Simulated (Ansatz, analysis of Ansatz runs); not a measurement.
# LaS2 (P2_1/c), nudged elastic band: V_S hop (2.1 Å) (q = 0)

How high is the barrier when S changes place in LaS2 (P2_1/c)? The case: V_S hop (2.1 Å), charge 0, in a cell of 36 host atoms with 1 S taken out.

Method: plane-wave PAW DFT, r2SCAN; nudged elastic band between two relaxed defect structures, in Ansatz 0.2.0.

## 1. Set-up

The cell holds 35 atoms: 12 La and 23 S. Cell: a = 8.215 Å, b = 12.448 Å, c = 8.226 Å, α = 90.0°, β = 90.1°, γ = 90.0°. It derives from LaS2 (space group P2_1/c). Nearest the centre at fractional (0.000, 0.667, 0.500): S31 at 1.06 Å, La15 at 2.79 Å, La24 at 2.79 Å, S22 at 3.36 Å, S32 at 3.36 Å, S18 at 3.56 Å, S28 at 3.56 Å, S19 at 3.63 Å.

The cell's shortest repeat is 8.2 Å.

## 2. Relaxation of the start point, charge 0

A barrier is counted from a minimum, so both ends are relaxed first. Small random displacements break the symmetry of the ideal sites, so that the defect can distort if it gains by it.

q0.start/input.yaml reads:

```yaml
crystal:
  lattice:
    - [8.21549923, 0.0, -0.00141922]
    - [0.0, 12.44759758, 0.0]
    - [-0.01047001, 0.0, 8.22626604]
  atoms:
    - { symbol: La, position: [0.72317534, 0.09724932, 0.36952092] }
    - { symbol: La, position: [0.27682466, 0.26391599, 0.13047908] }
    - { symbol: La, position: [0.27682466, 0.23608401, 0.63047908] }
    - { symbol: La, position: [0.72317534, 0.06941735, 0.86952092] }
    - { symbol: S, position: [0.00265181, 0.11668148, 0.1045882] }
    - { symbol: S, position: [0.99734819, 0.28334815, 0.3954118] }
    - { symbol: S, position: [0.99734819, 0.21665185, 0.8954118] }
    - { symbol: S, position: [0.00265181, 0.04998518, 0.6045882] }
    - { symbol: S, position: [0.36527684, 0.0882469, 0.3739546] }
    - { symbol: S, position: [0.63472316, 0.25491357, 0.1260454] }
    - { symbol: S, position: [0.63472316, 0.24508643, 0.6260454] }
    - { symbol: S, position: [0.36527684, 0.07841977, 0.8739546] }
    - { symbol: La, position: [0.72317534, 0.43058265, 0.36952092] }
    - { symbol: La, position: [0.27682466, 0.59724932, 0.13047908] }
    - { symbol: La, position: [0.27682466, 0.56941735, 0.63047908] }
    - { symbol: La, position: [0.72317534, 0.40275068, 0.86952092] }
    - { symbol: S, position: [0.00265181, 0.45001482, 0.1045882] }
    - { symbol: S, position: [0.99734819, 0.54998518, 0.8954118] }
    - { symbol: S, position: [0.00265181, 0.38331852, 0.6045882] }
    - { symbol: S, position: [0.36527684, 0.42158023, 0.3739546] }
    - { symbol: S, position: [0.63472316, 0.5882469, 0.1260454] }
    - { symbol: S, position: [0.63472316, 0.57841977, 0.6260454] }
    - { symbol: S, position: [0.36527684, 0.4117531, 0.8739546] }
    - { symbol: La, position: [0.72317534, 0.76391599, 0.36952092] }
    - { symbol: La, position: [0.27682466, 0.93058265, 0.13047908] }
    - { symbol: La, position: [0.27682466, 0.90275068, 0.63047908] }
    - { symbol: La, position: [0.72317534, 0.73608401, 0.86952092] }
    - { symbol: S, position: [0.00265181, 0.78334815, 0.1045882] }
    - { symbol: S, position: [0.99734819, 0.95001482, 0.3954118] }
    - { symbol: S, position: [0.99734819, 0.88331852, 0.8954118] }
    - { symbol: S, position: [0.00265181, 0.71665185, 0.6045882] }
    - { symbol: S, position: [0.36527684, 0.75491357, 0.3739546] }
    - { symbol: S, position: [0.63472316, 0.92158023, 0.1260454] }
    - { symbol: S, position: [0.63472316, 0.9117531, 0.6260454] }
    - { symbol: S, position: [0.36527684, 0.74508643, 0.8739546] }
basis:
  ecutwfc: 500
  xc_grid: 2
hamiltonian:
  xc: r2scan
kpoints:
  mp_grid: { grid: [1, 1, 1], shift: [0.25, 0.25, 0.25] }
scf:
  occupations: { method: fixed }
  max_iter: 80
output:
  forces: true
relax:
  f_tol: 0.02
  max_steps: 70
  random_displacement: { amplitude: 0.03, seed: 1359 }
```

Command:

```sh
$ ansatz run input.yaml --threads 4 --pin off --max-ram 7536MiB --backend cpu --events-out ev --progress --plain --runs-dir out
```

Numbers of over 12 decimals in the logs are rounded to 6 here.

Output:

```text
[... repeated set-up lines and file paths are left out, and long positions are rounded to six places ...]
The last accepted step is kept in <dir> (removed where the run ends without a failure and the disk answers)
Engine: ansatz 0.2.0, aarch64-unknown-linux-gnu
Pseudopotentials: kind: paw
Pseudopotential: La, paw, valence charge 11, recommended cutoff 500 eV (meta_gga), La.paw.azcp
Pseudopotential: S, paw, valence charge 6, recommended cutoff 500 eV (meta_gga), S.paw.azcp
Functional definition: r2SCAN
  parameter k0 = 0.174
  parameter k1 = 0.065
  parameter a1 = 4.9479
  exchange = r2scan_x(k0 = k0, k1 = k1, a1 = a1)
  correlation = r2scan_c
Crystal: 35 atoms, lattice volume = 841.244 Å³
Basis set: ecut = 500 eV, 21351 PW (Γ), exchange–correlation on 120×192×120 points (8 copies of the dense FFT grid, shifted against one another)
Bands: 170, of which v1, the nominal top of the filled ones, is band 135 counted from 1 (134 counted from 0)
Symmetry: 1 space group operations
k-points: 1
Non-local potential: La, projectors of the file, l = 0: 3, l = 1: 2, l = 2: 2, l = 3: 3
Non-local potential: S, projectors of the file, l = 0: 2, l = 1: 2, l = 2: 2
PAW form: soft (Blöchl's): semilocal exchange-correlation on the pseudo side does not see the compensation charge
PAW frozen core: La, regenerated for the run's functional (the file was generated under x = pbe(κ = 0.804, μ = 0.219515), c = pbe(β = 0.066725))
PAW frozen core: S, regenerated for the run's functional (the file was generated under x = pbe(κ = 0.804, μ = 0.219515), c = pbe(β = 0.066725))
PAW one-centre angular grid: La, 974 points (default); XC on 160 Gauss nodes
PAW one-centre angular grid: S, 302 points (default); XC on 160 Gauss nodes
Initial density: superposition of atomic densities (neutral atoms: chi_scale 0, normalization atom), corrected by the library's trained network
Initial wavefunctions: pseudopotential atomic-orbital guess
Functional: x = r2scan, c = r2scan; τ floored in thin density (d = 2e-4 eV/Å³)
SCF iter   1: F=—  HF=-96085.281638 eV  |F-HF|=—  |Δ(HF+E_count)|=         —  Δρ=8.50e-3  dr2=9.25e-1  dr2_τ=2.04e-1  ethr=1.77e-3  ⟨swp⟩=6.0  Hψ=651  notcnv=0  defer=33
preconditioner: auto → Resta (q_TF=auto, 2.258 Å⁻¹)  ε∞=4.0  [insulator: Δε(μ)=1.786 eV  Ē_g=11.508 eV  n_scr=152 (ndim 8)  ℏωp=20.1 eV  f_vac=0.004  ε∞_Penn≈4.0]
SCF iter   2: F=—  HF=-96085.799709 eV  |F-HF|=—  |Δ(HF+E_count)|=   5.18e-1  Δρ=4.04e-3  dr2=1.57e-1  dr2_τ=8.08e-3  ethr=3.43e-4  ⟨swp⟩=4.0  Hψ=313  notcnv=0  defer=33
SCF iter   3: F=—  HF=-96085.782053 eV  |F-HF|=—  |Δ(HF+E_count)|=   1.77e-2  Δρ=1.11e-3  dr2=7.75e-3  dr2_τ=4.49e-4  ethr=5.83e-5  ⟨swp⟩=4.0  Hψ=285  notcnv=0  defer=33
SCF iter   4: F=—  HF=-96085.784425 eV  |F-HF|=—  |Δ(HF+E_count)|=   2.37e-3  Δρ=3.48e-4  dr2=2.20e-3  dr2_τ=1.45e-4  ethr=2.87e-6  ⟨swp⟩=3.0  Hψ=300  notcnv=0  defer=33
SCF iter   5: F=—  HF=-96085.784191 eV  |F-HF|=—  |Δ(HF+E_count)|=   2.34e-4  Δρ=8.95e-5  dr2=1.39e-4  dr2_τ=2.40e-6  ethr=8.16e-7  ⟨swp⟩=2.0  Hψ=210  notcnv=0  defer=33
SCF iter   6: F=—  HF=-96085.784211 eV  |F-HF|=—  |Δ(HF+E_count)|=   2.04e-5  Δρ=4.23e-5  dr2=3.68e-5  dr2_τ=1.78e-6  ethr=5.16e-8  ⟨swp⟩=2.0  Hψ=272  notcnv=0  defer=33
SCF iter   7: F=-96085.784205 eV  HF=-96085.784206 eV  |F-HF|=9.30e-7  |Δ(HF+E_count)|=   4.88e-6  Δρ=1.39e-5  dr2=2.87e-6  dr2_τ=4.18e-8  ethr=3.70e-9  ⟨swp⟩=5.0  Hψ=581  notcnv=0
SCF 1 converged in 7 iterations: F = -96085.784205 eV  dr2 = 2.87e-6
  greatest PAW one-centre occupation: 0.967 electrons in one spin orbital (limit 2), on the La atom at site 23 (counted from 0), in its partial waves of l = 0
relax step   1: F+E_penalty+E_count = -96085.78420549 eV  Δ(F+E_penalty+E_count) = +0.000e0 eV  max|allowed force component| = 7.573e-1 eV/Å  Δτ_max = 0.0000 Å  (7 SCF iters, dr2 threshold 1.00e-5 eV, accepted)
[... the SCF cycles and remarks between the steps are left out from here to the last step ...]
relax step   2: F+E_penalty+E_count = -96086.13295178 eV  Δ(F+E_penalty+E_count) = -3.487e-1 eV  max|allowed force component| = 6.848e-1 eV/Å  Δτ_max = 0.1950 Å  (6 SCF iters, dr2 threshold 3.58e-5 eV, accepted)
relax step   3: F+E_penalty+E_count = -96086.30695812 eV  Δ(F+E_penalty+E_count) = -1.740e-1 eV  max|allowed force component| = 2.347e-1 eV/Å  Δτ_max = 0.1194 Å  (5 SCF iters, dr2 threshold 2.93e-5 eV, accepted)
relax step   4: F+E_penalty+E_count = -96086.33127851 eV  Δ(F+E_penalty+E_count) = -2.432e-2 eV  max|allowed force component| = 9.373e-2 eV/Å  Δτ_max = 0.0654 Å  (5 SCF iters, dr2 threshold 6.47e-6 eV, accepted)
relax step   5: F+E_penalty+E_count = -96086.33814620 eV  Δ(F+E_penalty+E_count) = -6.868e-3 eV  max|allowed force component| = 2.612e-2 eV/Å  Δτ_max = 0.0262 Å  (5 SCF iters, dr2 threshold 1.03e-6 eV, accepted)
SCF iter   1: F=—  HF=-96086.337919 eV  |F-HF|=—  |Δ(HF+E_count)|=         —  Δρ=1.83e-4  dr2=3.93e-4  dr2_τ=5.75e-4  ethr=1.14e-6  ⟨swp⟩=3.0  Hψ=325  notcnv=0  defer=33
SCF iter   2: F=—  HF=-96086.338741 eV  |F-HF|=—  |Δ(HF+E_count)|=   8.22e-4  Δρ=9.28e-5  dr2=6.09e-5  dr2_τ=2.33e-6  ethr=1.46e-7  ⟨swp⟩=2.0  Hψ=314  notcnv=0  defer=33
SCF iter   3: F=—  HF=-96086.338374 eV  |F-HF|=—  |Δ(HF+E_count)|=   3.67e-4  Δρ=2.44e-5  dr2=4.51e-6  dr2_τ=1.81e-7  ethr=2.26e-8  ⟨swp⟩=2.0  Hψ=206  notcnv=0  defer=28
SCF iter   4: F=—  HF=-96086.338375 eV  |F-HF|=—  |Δ(HF+E_count)|=   1.53e-6  Δρ=5.31e-6  dr2=3.13e-7  dr2_τ=1.61e-8  ethr=1.67e-9  ⟨swp⟩=3.0  Hψ=276  notcnv=0  defer=28
SCF iter   5: F=-96086.338375 eV  HF=-96086.338375 eV  |F-HF|=5.54e-9  |Δ(HF+E_count)|=   1.28e-7  Δρ=1.67e-6  dr2=3.41e-8  dr2_τ=1.90e-9  ethr=3.70e-11  ⟨swp⟩=4.0  Hψ=579  notcnv=0
SCF 6 converged in 5 iterations: F = -96086.338375 eV  dr2 = 3.41e-8
relax step   6: F+E_penalty+E_count = -96086.33837526 eV  Δ(F+E_penalty+E_count) = -2.291e-4 eV  max|allowed force component| = 1.085e-2 eV/Å  Δτ_max = 0.0042 Å  (5 SCF iters, accepted)
SCF converged after 5 iterations
the last check of whether an eigenvalue changes by more than its tolerance under the output density was not made (final_scf_spared)
Free energy (F): -96086.338375 eV
Harris-Foulkes:  -96086.338375 eV  (|F-HF|=5.54e-9)
Internal energy: -96086.338375 eV  (E = F + TS)
E sigma→0 (E₀):  -96086.338375 eV
Fermi energy:    8.301709 eV
--- Per-component energies (eV) ---
  E_band       = -548.180987
  E_kinetic    = 4750.505939
  E_local      = -6185.620219  (includes V_loc(G=0)·N_el)
  E_nonlocal   = 1785.983844
  E_hartree    = 1947.687596
  E_xc         = -3709.006230
  E_vxc        = -4110.416299  (∫ρ·V_xc dr)
  E_paw        = -79276.831272  (= ΣΔE_a)
  E_vpaw       = -880.980599  (= ΣTr[D̂ρ^β])
  E_aug_tail   = 0.000024  (compensation charges beyond the density's cutoff)
  E_vtau       = 196.969686  (kinetic-family band-sum trace: ∫τ·v_τ [+ j·A + Jᵃ·Aᵃ] dr)
  E_ewald      = -15397.355571
  E_core_change = -1.702487  (= ΣΔE_core)
  E_smearing   = -0.000000  (= −TS)
  E_closure    = 0.000000  (closes the sum)
  Σ components = -96086.338375   (vs F -96086.338375, Δ=0.00e0)
--- Forces (eV/Å), atoms counted from 1 ---
  atom   1  La     0.00067506    -0.00143687     0.00007947
  atom   2  La     0.00052225     0.00156987     0.00063976
  atom   3  La    -0.00001323     0.00080728    -0.00040615
  atom   4  La     0.00085369    -0.00034807     0.00171859
  atom   5  S      0.00060378    -0.00238382    -0.00211248
  atom   6  S     -0.00079575    -0.00085907     0.00230540
  atom   7  S     -0.00056670    -0.00109424    -0.00060916
  atom   8  S     -0.00030691     0.00158416    -0.00156184
  atom   9  S     -0.00078214     0.00140316     0.00189569
  atom  10  S      0.00023341    -0.00039874     0.00115451
  atom  11  S      0.00029125    -0.00090202    -0.00033854
  atom  12  S      0.00032178     0.00008977     0.00016799
  atom  13  La     0.00012833    -0.00109002     0.00179173
  atom  14  La    -0.00544540     0.00104655     0.00132726
  atom  15  La    -0.00205086     0.00138764    -0.00050222
  atom  16  La     0.00202642     0.00100705    -0.00166007
  atom  17  S      0.00086969     0.00014293    -0.00015385
  atom  18  S     -0.00037397    -0.00026690     0.00005776
  atom  19  S     -0.00036440    -0.00209462    -0.00059973
  atom  20  S      0.00015538    -0.00025024     0.00036834
  atom  21  S      0.00016619    -0.00068381    -0.00075512
  atom  22  S      0.00071352    -0.00054661    -0.00038512
  atom  23  S      0.00059391    -0.00099422     0.00145075
  atom  24  La     0.00389928     0.00070931     0.00202502
  atom  25  La    -0.00119368    -0.00252384    -0.00511738
  atom  26  La    -0.00196889     0.00177562     0.00235691
  atom  27  La     0.00199060     0.00152370     0.00096934
  atom  28  S     -0.00010882     0.00565952    -0.01083847
  atom  29  S      0.00015150    -0.00199530    -0.00044978
  atom  30  S      0.00020775    -0.00304660     0.01021380
  atom  31  S     -0.00121059     0.00076376    -0.00195691
  atom  32  S     -0.00105776     0.00066159    -0.00067079
  atom  33  S      0.00143331    -0.00001027    -0.00052741
  atom  34  S     -0.00075404     0.00151178    -0.00000698
  atom  35  S     -0.00030625    -0.00074021     0.00059618
  max |Σ_I F_I| component: 1.46e-3 eV/Å
--- Relaxed structure (6 steps of the walk, 6 accepted, 0 SCFs on fresh bases) ---
  F+E_penalty+E_count = -96086.33837526 eV   max|allowed force component| = 1.085e-2 eV/Å
  atoms:
    - { symbol: La, position: [0.717089, 0.094862, 0.372664] }
    - { symbol: La, position: [0.273650, 0.264303, 0.128177] }
    - { symbol: La, position: [0.270681, 0.236961, 0.630050] }
    - { symbol: La, position: [0.717525, 0.069234, 0.872652] }
    - { symbol: S, position: [-0.002168, 0.121185, 0.108969] }
    - { symbol: S, position: [0.996683, 0.283406, 0.391480] }
    - { symbol: S, position: [0.991946, 0.219347, 0.897910] }
    - { symbol: S, position: [-0.001222, 0.050619, 0.611283] }
    - { symbol: S, position: [0.360539, 0.089113, 0.375624] }
    - { symbol: S, position: [0.630932, 0.253911, 0.124341] }
    - { symbol: S, position: [0.630335, 0.246243, 0.625669] }
    - { symbol: S, position: [0.361139, 0.078705, 0.874272] }
    - { symbol: La, position: [0.711709, 0.422802, 0.366797] }
    - { symbol: La, position: [0.291957, 0.594356, 0.118447] }
    - { symbol: La, position: [0.273255, 0.574387, 0.628487] }
    - { symbol: La, position: [0.726638, 0.404356, 0.868050] }
    - { symbol: S, position: [0.005287, 0.456916, 0.109452] }
    - { symbol: S, position: [0.999524, 0.553762, 0.895553] }
    - { symbol: S, position: [-0.000698, 0.393883, 0.590307] }
    - { symbol: S, position: [0.358809, 0.423111, 0.371265] }
    - { symbol: S, position: [0.646101, 0.588306, 0.127165] }
    - { symbol: S, position: [0.636189, 0.576595, 0.618622] }
    - { symbol: S, position: [0.367138, 0.413516, 0.871810] }
    - { symbol: La, position: [0.731281, 0.762250, 0.376788] }
    - { symbol: La, position: [0.281547, 0.930302, 0.133340] }
    - { symbol: La, position: [0.264410, 0.896032, 0.631894] }
    - { symbol: La, position: [0.740894, 0.734750, 0.861086] }
    - { symbol: S, position: [0.007362, 0.783488, 0.113678] }
    - { symbol: S, position: [0.994915, 0.953116, 0.398872] }
    - { symbol: S, position: [1.000154, 0.888730, 0.912029] }
    - { symbol: S, position: [-0.000562, 0.710241, 0.591386] }
    - { symbol: S, position: [0.363867, 0.748934, 0.371889] }
    - { symbol: S, position: [0.636685, 0.920957, 0.130277] }
    - { symbol: S, position: [0.629953, 0.911865, 0.624755] }
    - { symbol: S, position: [0.374180, 0.744332, 0.872320] }
```

Elapsed: 46 s, on 4 threads of Arm Neoverse V2, shared host; peak memory 1.5 GiB; 2.9 min of CPU time.

The steps of the relaxation:

```
step  energy less that of the first step (eV)  largest force component (eV/Å)
   1                                   0.0000                          0.7573
   2                                  -0.3487                          0.6848
   3                                  -0.5228                          0.2347
   4                                  -0.5471                          0.0937
   5                                  -0.5539                          0.0261
   6                                  -0.5542                          0.0109
```

The atoms that moved most (Å, from the sites as typed, ahead of the random displacement, the mean shift of all atoms taken out):

```
atom      dx      dy      dz  length
 S19  -0.024   0.127  -0.116   0.174
La14   0.128  -0.040  -0.097   0.166
La27   0.149  -0.021  -0.068   0.165
 S30   0.026   0.063   0.138   0.154
 S31  -0.023  -0.084  -0.107   0.138
La13  -0.091  -0.101  -0.021   0.137
La26  -0.099  -0.088   0.013   0.133
 S21   0.097  -0.003   0.011   0.098
```

Final coordinates:

```xyz
35
Lattice="8.2155 0.0000 -0.0014 0.0000 12.4476 0.0000 -0.0105 0.0000 8.2263" Properties=species:S:1:pos:R:3 pbc="T T T"
La    5.8873    1.1808    3.0646
La    2.2468    3.2899    1.0540
La    2.2172    2.9496    5.1826
La    5.8857    0.8618    7.1776
S    -0.0190    1.5085    0.8964
S     8.1842    3.5277    3.2190
S     8.1399    2.7303    7.3850
S    -0.0164    0.6301    5.0286
S     2.9581    1.1092    3.0895
S     5.1821    3.1606    1.0220
S     5.1720    3.0651    5.1460
S     2.9578    0.9797    7.1915
La    5.8432    5.2629    3.0164
La    2.3973    7.3983    0.9740
La    2.2383    7.1497    5.1697
La    5.9606    5.0333    7.1398
S     0.0423    5.6875    0.9004
S     8.2022    6.8930    7.3656
S    -0.0119    4.9029    4.8560
S     2.9439    5.2667    3.0536
S     5.3067    7.3230    1.0452
S     5.2201    7.1772    5.0880
S     3.0071    5.1473    7.1712
La    6.0039    9.4882    3.0985
La    2.3116   11.5800    1.0965
La    2.1656   11.1535    5.1978
La    6.0778    9.1459    7.0825
S     0.0593    9.7525    0.9351
S     8.1695   11.8640    3.2798
S     8.2072   11.0626    7.5012
S    -0.0108    8.8408    4.8649
S     2.9855    9.3224    3.0587
S     5.2293   11.4637    1.0708
S     5.1688   11.3505    5.1385
S     3.0649    9.2652    7.1754
```

Neighbours of S31 at the end:

```
atom  distance (Å)
La15         2.830
La24         2.894
La27         3.089
 S18         3.171
La26         3.193
 S29         3.413
 S22         3.424
 S30         3.449
```

This step gave:

```
free energy                                                                                       : -96086.3384 eV
largest move from the ideal geometry of this structure, a common shift of the far atoms taken out : 0.1824 Å
```

The relaxation gained 0.554 eV and ended with a largest force component of 0.011 eV/Å.

[end of part 1 of 3]

[Logs are printed without paths, hosts, clocks, repeated set-up lines and the standing remarks that a program may print on its own settings, such as how far it seeks lower states.]

[Hosts, paths, dates, database ids (printed as entryN), source tags and the programs' standing remarks are cut or masked in the printed files.]
